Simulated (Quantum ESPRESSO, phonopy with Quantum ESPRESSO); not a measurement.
# Grüneisen parameters and expansion of KCl (Fm-3m)

Which modes of KCl drive its thermal expansion?

Measurements to reproduce:
- volume expansion coefficient 111.3 1e-6/K and heat capacity C_P per formula unit 51.7 J/mol/K near room temperature (given in “High-Throughput Prediction of Finite-Temperature Properties using the Quasi-Harmonic Approximation”, 2016, arXiv:1603.06924)
- volume expansion coefficient 114.9 1e-6/K near room temperature (given in “Descriptors for thermal expansion in solids”, 2017, arXiv:1701.03966)

Main program and level: Quantum ESPRESSO 7.5; DFT LDA, scalar-relativistic, plane waves, GBRV ultrasoft pseudopotentials.

Report form: the programs' logs are mostly left out.

## 1. Starting point

The structure is cubic, space group Fm-3m (No. 225). The conventional cell has a = 6.293 Å, b = 6.293 Å, c = 6.293 Å, α = 90.00°, β = 90.00°, γ = 90.00°. Nearest to K lie 6 Cl at 3.15 Å. Cl has 6 K at 3.15 Å nearest. Farther neighbours and most contacts between anions are not listed.

## 2. Probe on a coarse mesh

Before spending time, one coarse run tells the gap and the pressure of the starting cell.

Contents of probe.in:

```
&CONTROL
  calculation = 'scf'
  prefix      = 'x'
  outdir      = './tmp'
  pseudo_dir  = './pseudo'
  tprnfor     = .true.
  tstress     = .true.
  verbosity   = 'high'
/
&SYSTEM
  ibrav       = 0
  nat         = 2
  ntyp        = 2
  ecutwfc     = 40.0
  ecutrho     = 240.0
  occupations = 'smearing'
  smearing    = 'gaussian'
  degauss     = 0.01
/
&ELECTRONS
  conv_thr         = 1.0d-07
  mixing_beta      = 0.7
  electron_maxstep = 100
/
ATOMIC_SPECIES
 K      39.0983  K.upf
 Cl     35.4500  Cl.upf
CELL_PARAMETERS angstrom
     0.000000000    3.146470000    3.146470000
     3.146470000    0.000000000    3.146470000
     3.146470000    3.146470000    0.000000000
ATOMIC_POSITIONS crystal
 K      0.000000000   0.000000000   0.000000000
 Cl     0.500000000   0.500000000   0.500000000
K_POINTS automatic
 6 6 6 0 0 0
```

On the command line:

```
$ OMP_NUM_THREADS=1 mpirun -n 8 pw.x -nk 8 -in probe.in > probe.out
```

The job ended after 4.1 s (8 MPI ranks of Arm Neoverse N1, shared host; 32 s of CPU time).

This step gave:

- volume per atom: 31.15 Å³
- pressure: -2.633 GPa
- gap on the k-mesh: 4.741 eV

The start is under -2.6 GPa at this level and looks like an insulator or semiconductor on this mesh.

## 3. Relaxation

Phonons are second derivatives about a minimum, so cell and atoms are relaxed first, inside the symmetry of the start.

Contents of relax.in:

```
&CONTROL
  calculation   = 'vc-relax'
  prefix        = 'x'
  outdir        = './tmp'
  pseudo_dir    = './pseudo'
  tprnfor       = .true.
  tstress       = .true.
  forc_conv_thr = 2.0d-05
  etot_conv_thr = 1.0d-07
  nstep         = 40
/
&SYSTEM
  ibrav       = 0
  nat         = 2
  ntyp        = 2
  ecutwfc     = 40.0
  ecutrho     = 240.0
  occupations = 'fixed'
  nbnd        = 10
/
&ELECTRONS
  conv_thr         = 1.0d-11
  mixing_beta      = 0.7
  electron_maxstep = 100
/
&IONS
/
&CELL
  press_conv_thr = 0.1
/
ATOMIC_SPECIES
 K      39.0983  K.upf
 Cl     35.4500  Cl.upf
CELL_PARAMETERS angstrom
     0.000000000    3.146470000    3.146470000
     3.146470000    0.000000000    3.146470000
     3.146470000    3.146470000    0.000000000
ATOMIC_POSITIONS crystal
 K      0.000000000   0.000000000   0.000000000
 Cl     0.500000000   0.500000000   0.500000000
K_POINTS automatic
 6 6 6 0 0 0
```

On the command line:

```
$ OMP_NUM_THREADS=1 mpirun -n 8 pw.x -nk 8 -in relax.in > relax.out
```

Run time: 32 s. Hardware: 8 MPI ranks.

The steps of the relaxation:

```
step  energy less that of the first step (eV)  largest force (eV/Å)  volume (Å³)
   1                                   0.0000                0.0000        62.30
   2                                  -0.0131                0.0000        61.47
   3                                  -0.0301                0.0000        60.23
   4                                  -0.0495                0.0000        58.41
   5                                  -0.0632                0.0000        55.74
   6                                  -0.0635                0.0000        55.25
   7                                  -0.0635                0.0000        55.29
   8                                  -0.0635                0.0000        55.29
   9                                  -0.0419                0.0000        55.29
```

| conventional cell, symmetrised | before | after | change |
| --- | --- | --- | --- |
| a (Å) | 6.293 | 6.048 | -3.9 % |
| b (Å) | 6.293 | 6.048 | -3.9 % |
| c (Å) | 6.293 | 6.048 | -3.9 % |
| volume (Å³/atom) | 31.15 | 27.65 | -11.2 % |

Final coordinates:

```
CELL_PARAMETERS angstrom
0.00000 3.02378 3.02378
3.02378 0.00000 3.02378
3.02378 3.02378 0.00000
ATOMIC_POSITIONS crystal
K 0.00000 0.00000 0.00000
Cl 0.50000 0.50000 0.50000
```

Numbers from this step:

| Item | Value |
| --- | --- |
| volume per atom | 27.65 Å³ |
| pressure | -0.4000 GPa |
| gap on the k-mesh | 5.163 eV |

After the last step pw.x solved the final cell once more on a basis chosen for it, which moves the energy without moving the atoms.

## 4. Self-consistent run

A tight ground state at this cell gives the energy of this member; its pressure is the stress at this cutoff, which can carry an offset from the finite basis.

Contents of scf.in:

```
&CONTROL
  calculation = 'scf'
  prefix      = 'x'
  outdir      = './tmp'
  pseudo_dir  = './pseudo'
  tprnfor     = .true.
  tstress     = .true.
/
&SYSTEM
  ibrav       = 0
  nat         = 2
  ntyp        = 2
  ecutwfc     = 40.0
  ecutrho     = 240.0
  occupations = 'fixed'
  nbnd        = 10
/
&ELECTRONS
  conv_thr         = 1.0d-12
  mixing_beta      = 0.7
  electron_maxstep = 100
/
ATOMIC_SPECIES
 K      39.0983  K.upf
 Cl     35.4500  Cl.upf
CELL_PARAMETERS angstrom
     0.000000000    3.023776853    3.023776853
     3.023776853    0.000000000    3.023776853
     3.023776853    3.023776853    0.000000000
ATOMIC_POSITIONS crystal
 K      0.000000000   0.000000000   0.000000000
 Cl     0.500000000   0.500000000   0.500000000
K_POINTS automatic
 6 6 6 0 0 0
```

On the command line:

```
$ OMP_NUM_THREADS=1 mpirun -n 8 pw.x -nk 8 -in scf.in > scf.out
```

The job ended after 4.9 s (8 MPI ranks).

On a basis chosen for the relaxed cell the pressure is -0.40 GPa; this rest, from the change of basis and mesh, shifts the reference volume slightly, and the fit over volumes finds the true minimum.

## 5. Zone-centre response

In a polar crystal the Born charges and ε∞ give the long-range dipole term that a finite supercell misses. They are those of this k-mesh and were not tested on a denser one; where the gap is small they converge slowly, and the LO modes with them.

Contents of ph.in:

```
phonons
&INPUTPH
  prefix = 'x'
  outdir = './tmp'
  fildyn = 'x.dyn'
  tr2_ph = 1.0d-18
  epsil  = .true.
/
0.000000000 0.000000000 0.000000000
```

scf.in is that of step 4.

On the command line:

```
$ OMP_NUM_THREADS=1 mpirun -n 8 ph.x -nk 8 -in ph.in > ph.out
```

The job ended after 66 s (8 MPI ranks; 8.8 min of CPU time).

This step gave:

- Γ frequencies: -10.02, -10.02, -10.02, 166.7, 166.7, 166.7 cm⁻¹ (negative: imaginary)
- Γ symmetry: T_1u G_15 G_4- I, T_1u G_15 G_4- I, T_1u G_15 G_4- I, T_1u G_15 G_4- I, T_1u G_15 G_4- I, T_1u G_15 G_4- I

ε∞:

```
2.53 0.00 0.00
0.00 2.53 0.00
0.00 0.00 2.53
```

Born charge (rows field, columns displacement), before the sum rule (e), principal values of the symmetric part by kind of site:

```
atom  atoms with these values    low  middle   high   mean
  K1                        1   1.09    1.09   1.09   1.09
 Cl2                        1  -1.11   -1.11  -1.11  -1.11
```

In full for Cl2:

```
-1.11  0.00  0.00
 0.00 -1.11  0.00
 0.00  0.00 -1.11
```

The Born charges sum to zero within 0.014 e; the rest is removed before use. Acoustic frequencies in this log differ from zero by the error of the sum rule, which ph.x does not impose.

## 6. A displaced supercell

One atom (for the harmonic constants) or a pair of atoms (for the cubic ones) is moved by a few hundredths of an ångström; the forces on all atoms give a column of force constants. The threshold is tight because the forces are small.

System of this step: KCl. The structure is orthorhombic, space group Imm2 (No. 44). Conventional cell: a = 8.553 Å, b = 12.095 Å, c = 8.553 Å, α = 90.00°, β = 90.00°, γ = 90.00°. Nearest to K lie 6 Cl at 3.02 Å. Nearest to K lie 6 Cl at 3.02 to 3.04 Å. K has 6 Cl at 3.01 to 3.02 Å nearest. Nearest to Cl lie 6 K at 3.01 to 3.04 Å. Nearest to Cl lie 6 K at 3.02 Å. Farther neighbours and most contacts between anions are not listed.

Contents of disp-00002.in:

```
&CONTROL
  calculation = 'scf'
  prefix      = 'x'
  outdir      = './tmp'
  pseudo_dir  = './pseudo'
  tprnfor     = .true.
  disk_io     = 'none'
/
&SYSTEM
  ibrav       = 0
  nat         = 16
  ntyp        = 2
  ecutwfc     = 40.0
  ecutrho     = 240.0
  occupations = 'fixed'
  nbnd        = 66
/
&ELECTRONS
  conv_thr         = 1.0d-11
  mixing_beta      = 0.7
  electron_maxstep = 100
/
ATOMIC_SPECIES
 K      39.0983  K.upf
 Cl     35.4500  Cl.upf
CELL_PARAMETERS angstrom
     0.000000000    6.047553706    6.047553706
     6.047553706    0.000000000    6.047553706
     6.047553706    6.047553706    0.000000000
ATOMIC_POSITIONS crystal
 K      0.000000000   0.000000000   0.000000000
 K      0.500000000   0.000000000   0.000000000
 K      0.000000000   0.500000000   0.000000000
 K      0.500000000   0.500000000   0.000000000
 K      0.000000000   0.000000000   0.500000000
 K      0.500000000   0.000000000   0.500000000
 K      0.000000000   0.500000000   0.500000000
 K      0.500000000   0.500000000   0.500000000
 Cl     0.252338489   0.250000000   0.250000000
 Cl     0.750000000   0.250000000   0.250000000
 Cl     0.250000000   0.750000000   0.250000000
 Cl     0.750000000   0.750000000   0.250000000
 Cl     0.250000000   0.250000000   0.750000000
 Cl     0.750000000   0.250000000   0.750000000
 Cl     0.250000000   0.750000000   0.750000000
 Cl     0.750000000   0.750000000   0.750000000
K_POINTS automatic
 3 3 3 0 0 0
```

On the command line:

```
$ OMP_NUM_THREADS=1 mpirun -n 4 pw.x -nk 4 -in disp-00002.in > disp-00002.out
```

It took 5.2 min on 4 MPI ranks.

At this level the gap is 5.16 eV on the k-mesh of the self-consistent run, which can miss the band edges.

## 7. Forces on a displaced cell

disp-00001.in, as its differences from disp-00002.in of step 6:

```diff
@@ -30,3 +30,3 @@
 ATOMIC_POSITIONS crystal
- K      0.000000000   0.000000000   0.000000000
+ K      0.002338489   0.000000000   0.000000000
  K      0.500000000   0.000000000   0.000000000
@@ -38,3 +38,3 @@
  K      0.500000000   0.500000000   0.500000000
- Cl     0.252338489   0.250000000   0.250000000
+ Cl     0.250000000   0.250000000   0.250000000
  Cl     0.750000000   0.250000000   0.250000000
```

On the command line:

```
$ OMP_NUM_THREADS=1 mpirun -n 4 pw.x -nk 4 -in disp-00001.in > disp-00001.out
```

The job ended after 5.7 min (4 MPI ranks).

## 8. Lattice dynamics at this volume, V/V0 1

This step: DFT LDA, scalar-relativistic, plane waves, GBRV ultrasoft pseudopotentials (phonopy with Quantum ESPRESSO 4.10.0 / 7.5).

The job ended after 5.7 min (8 threads; 43 min of CPU time).

This step gave:

| Item | Value |
| --- | --- |
| point group | m-3m |
| highest frequency | 225.5 cm⁻¹ |
| Debye temperature from the second moment | 254 K |
| lowest frequency on the path | 0 cm⁻¹ |
| zero-point energy | 0.04841 eV/cell |
| Γ frequencies | 0, 0, 0, 167.0, 167.0, 167.0 cm⁻¹ (negative: imaginary) |

Phonopy, LO-TO term from ph.x's tensors. Phonon branches along the path, in cm⁻¹:

```csv
point,branch 1,branch 2,branch 3,branch 4,branch 5,branch 6
Γ,0,0,0,167,167,226
halfway,45,45,128,171,171,177
X,55,55,104,172,172,178
halfway,62,72,101,169,171,178
U,80,93,105,160,167,178
jump to K,80,93,105,160,167,178
halfway,55,97,114,141,173,194
Γ,0,0,0,167,167,226
halfway,71,71,93,156,156,211
L,120,120,129,129,161,170
halfway,98,98,138,138,166,170
W,83,83,131,133,176,176
halfway,65,86,98,162,174,178
X,55,55,104,172,172,178
```

Harmonic. Thermo, by row:

```
T (K)  F_vib (meV/atom)  S (J/mol-atom/K)  C_V (J/mol-atom/K)
    0              24.2                 0                   0
   50              23.5              4.62               9.553
  100             18.52             14.52               18.55
  150              8.77             22.75               21.73
  200             -4.75              29.2               23.05
  250            -21.28             34.42                23.7
  300            -40.28             38.78               24.07
  350            -61.37             42.51               24.29
  400            -84.26             45.76               24.44
  450            -108.7             48.65               24.55
  500            -134.6             51.24               24.62
  550            -161.8             53.59               24.67
  600            -190.1             55.74               24.72
  650            -219.5             57.72               24.75
  700            -249.9             59.55               24.77
  750            -281.2             61.26                24.8
  800            -313.4             62.86               24.81
  850            -346.4             64.37               24.83
  900            -380.1             65.78               24.84
  950            -414.5             67.13               24.85
 1000            -449.6              68.4               24.86
```

The modes has structure finer than the step of the table below, so its rows give means over 10 cm⁻¹, whole bins alone (the curve runs from -10 to 241 cm⁻¹). Peaks (cm⁻¹: height): Cl 84.9: 0.0207, 95.9: 0.0207, 129.1: 0.0270, 173.4: 0.0570; K 84.9: 0.0230, 105.4: 0.0251, 116.5: 0.0266, 173.4: 0.0635.

Phonopy on the run's constants, 17x17x17 mesh, Gaussian sigma 2.0 cm⁻¹. Table of modes by wavenumber; means over each step; values in 1/cm⁻¹/cell:

```csv
wavenumber (cm⁻¹),Cl,K
0,2.8e-5,3.3e-5
10,1.2e-4,1.3e-4
20,5.6e-4,6.1e-4
30,0.00138,0.00152
40,0.00279,0.00306
50,0.00628,0.00681
60,0.0122,0.0131
70,0.0144,0.0157
80,0.0159,0.0175
90,0.0168,0.0193
100,0.0173,0.0215
110,0.0138,0.0213
120,0.0139,0.0159
130,0.0222,0.0150
140,0.0223,0.0159
150,0.0268,0.0190
160,0.0315,0.0267
170,0.0480,0.0506
180,0.0210,0.0234
190,0.00491,0.00544
200,0.00364,0.00372
210,0.00264,0.00256
220,0.00138,0.00128
230,7.5e-5,6.9e-5
```

No LO-TO term. The modes at Γ (shares of kinetic energy by element, %):

```
mode  frequency (cm⁻¹)  symmetry  K %  Cl %
   1               0.0       T1u   52    48
   2               0.0       T1u   52    48
   3               0.0       T1u   52    48
   4             167.0       T1u   48    52
   5             167.0       T1u   48    52
   6             167.0       T1u   48    52
```

Displacements in mode 6 (167.0 cm⁻¹), the largest set to 1:
```
K1   0.00 -0.91  0.38
Cl2  0.00  1.00 -0.42
```

No mode is imaginary beyond numerical noise along the path.

The time given is that of the 2 pw.x runs on displaced cells behind this step.

## 9. Ground state at this cell, V/V0 1.015

This step: DFT LDA, scalar-relativistic, plane waves, GBRV ultrasoft pseudopotentials (Quantum ESPRESSO 7.5).

System of this step: KCl. It takes space group Fm-3m (No. 225, cubic). Conventional cell: a = 6.078 Å, b = 6.078 Å, c = 6.078 Å, α = 90.00°, β = 90.00°, γ = 90.00°. K has 6 Cl at 3.04 Å nearest. Nearest to Cl lie 6 K at 3.04 Å. Farther neighbours and most contacts between anions are not listed.

Changes to scf.in since step 5:

```diff
@@ -26,5 +26,5 @@
 CELL_PARAMETERS angstrom
-     0.000000000    3.023776853    3.023776853
-     3.023776853    0.000000000    3.023776853
-     3.023776853    3.023776853    0.000000000
+     0.000000000    3.038820767    3.038820767
+     3.038820767    0.000000000    3.038820767
+     3.038820767    3.038820767    0.000000000
 ATOMIC_POSITIONS crystal
```

On the command line:

```
$ OMP_NUM_THREADS=1 mpirun -n 8 pw.x -nk 8 -in scf.in > scf.out
```

Wall time 5 s (8 MPI ranks); 40 s of CPU time.

At this level the gap is 5.11 eV on the k-mesh of the self-consistent run, which can miss the band edges.

## 10. Zone-centre response

ph.in is that of step 5.

scf.in is that of step 9.

On the command line:

```
$ OMP_NUM_THREADS=1 mpirun -n 8 ph.x -nk 8 -in ph.in > ph.out
```

It took 73 s on 8 MPI ranks.

The Born charges sum to zero within 0.014 e; the rest is removed before use. Acoustic frequencies in this log differ from zero by the error of the sum rule, which ph.x does not impose.

## 11. A displaced supercell

System of this step: KCl. Symmetry: Imm2, No. 44, orthorhombic system. Conventional cell: a = 8.595 Å, b = 12.155 Å, c = 8.595 Å, α = 90.00°, β = 90.00°, γ = 90.00°. Nearest to K lie 6 Cl at 3.02 to 3.05 Å. K has 6 Cl at 3.04 Å nearest. Nearest to K lie 6 Cl at 3.04 Å. Nearest to Cl lie 6 K at 3.04 Å. Farther neighbours and most contacts between anions are not listed.

Changes to disp-00001.in since step 7:

```diff
@@ -26,7 +26,7 @@
 CELL_PARAMETERS angstrom
-     0.000000000    6.047553706    6.047553706
-     6.047553706    0.000000000    6.047553706
-     6.047553706    6.047553706    0.000000000
+     0.000000000    6.077641533    6.077641533
+     6.077641533    0.000000000    6.077641533
+     6.077641533    6.077641533    0.000000000
 ATOMIC_POSITIONS crystal
- K      0.002338489   0.000000000   0.000000000
+ K      0.002326912   0.000000000   0.000000000
  K      0.500000000   0.000000000   0.000000000
```

On the command line:

```
$ OMP_NUM_THREADS=1 mpirun -n 4 pw.x -nk 4 -in disp-00001.in > disp-00001.out
```

Run time: 6.6 min. Hardware: 4 MPI ranks; 26 min of CPU time.

## 12. Phonons, V/V0 1.015

This step: DFT LDA, scalar-relativistic, plane waves, GBRV ultrasoft pseudopotentials (phonopy with Quantum ESPRESSO 4.10.0 / 7.5).

Run time: 6.6 min. Hardware: 8 threads; 49 min of CPU time.

No mode is imaginary beyond numerical noise along the path. The highest zone-centre mode (no LO–TO term) moved by -3.3 % for a volume change of +1.5 %.

The time given is that of the 2 pw.x runs on displaced cells behind this step.

## 13. Self-consistent run, V/V0 0.985

This step: DFT LDA, scalar-relativistic, plane waves, GBRV ultrasoft pseudopotentials (Quantum ESPRESSO 7.5).

System of this step: KCl. Symmetry: Fm-3m, No. 225, cubic system. The conventional cell has a = 6.017 Å, b = 6.017 Å, c = 6.017 Å, α = 90.00°, β = 90.00°, γ = 90.00°. Nearest to K lie 6 Cl at 3.01 Å. Nearest to Cl lie 6 K at 3.01 Å. Farther neighbours and most contacts between anions are not listed.

Changes to scf.in since step 10:

```diff
@@ -26,5 +26,5 @@
 CELL_PARAMETERS angstrom
-     0.000000000    3.038820767    3.038820767
-     3.038820767    0.000000000    3.038820767
-     3.038820767    3.038820767    0.000000000
+     0.000000000    3.008581738    3.008581738
+     3.008581738    0.000000000    3.008581738
+     3.008581738    3.008581738    0.000000000
 ATOMIC_POSITIONS crystal
```

On the command line:

```
$ OMP_NUM_THREADS=1 mpirun -n 8 pw.x -nk 8 -in scf.in > scf.out
```

Run time: 4.7 s. Hardware: 8 MPI ranks.

The run ends at a pressure of 0.00 GPa.

## 14. Zone-centre response

ph.in is that of step 10.

scf.in is that of step 13.

On the command line:

```
$ OMP_NUM_THREADS=1 mpirun -n 8 ph.x -nk 8 -in ph.in > ph.out
```

The job ended after 64 s (8 MPI ranks; 8.6 min of CPU time).

The Born charges sum to zero within 0.014 e; the rest is removed before use. Acoustic frequencies in this log differ from zero by the error of the sum rule, which ph.x does not impose.

## 15. A displaced supercell

System of this step: KCl. The structure is orthorhombic, space group Imm2 (No. 44). Conventional cell: a = 8.510 Å, b = 12.034 Å, c = 8.510 Å, α = 90.00°, β = 90.00°, γ = 90.00°. Nearest to K lie 6 Cl at 2.99 to 3.02 Å. Nearest to K lie 6 Cl at 3.01 Å. K has 6 Cl at 3.01 Å nearest. Nearest to Cl lie 6 K at 3.01 Å. Farther neighbours and most contacts between anions are not listed.

Changes to disp-00001.in since step 11:

```diff
@@ -26,7 +26,7 @@
 CELL_PARAMETERS angstrom
-     0.000000000    6.077641533    6.077641533
-     6.077641533    0.000000000    6.077641533
-     6.077641533    6.077641533    0.000000000
+     0.000000000    6.017163476    6.017163476
+     6.017163476    0.000000000    6.017163476
+     6.017163476    6.017163476    0.000000000
 ATOMIC_POSITIONS crystal
- K      0.002326912   0.000000000   0.000000000
+ K      0.002350299   0.000000000   0.000000000
  K      0.500000000   0.000000000   0.000000000
```

On the command line:

```
$ OMP_NUM_THREADS=1 mpirun -n 4 pw.x -nk 4 -in disp-00001.in > disp-00001.out
```

The job ended after 5 min (4 MPI ranks).

## 16. Phonons, V/V0 0.985

This step: DFT LDA, scalar-relativistic, plane waves, GBRV ultrasoft pseudopotentials (phonopy with Quantum ESPRESSO 4.10.0 / 7.5).

It took 5.3 min on 8 threads; 41 min of CPU time.

No mode is imaginary beyond numerical noise along the path. The highest zone-centre mode (no LO–TO term) moved by +3.4 % for a volume change of -1.5 %.

The time given is that of the 2 pw.x runs on displaced cells behind this step.

(Part 1 of 2 ends here.)

[Logs are printed without paths, hosts, clocks, repeated set-up lines and the standing remarks that a program may print on its own settings, such as how far it seeks lower states.]

[Hosts, paths, dates, database ids (printed as entryN), source tags and the programs' standing remarks are cut or masked in the printed files.]

[A step with changed settings may run another functional than the one named; its input shows which.]

[Of the runs on displaced cells, only some may be shown.]
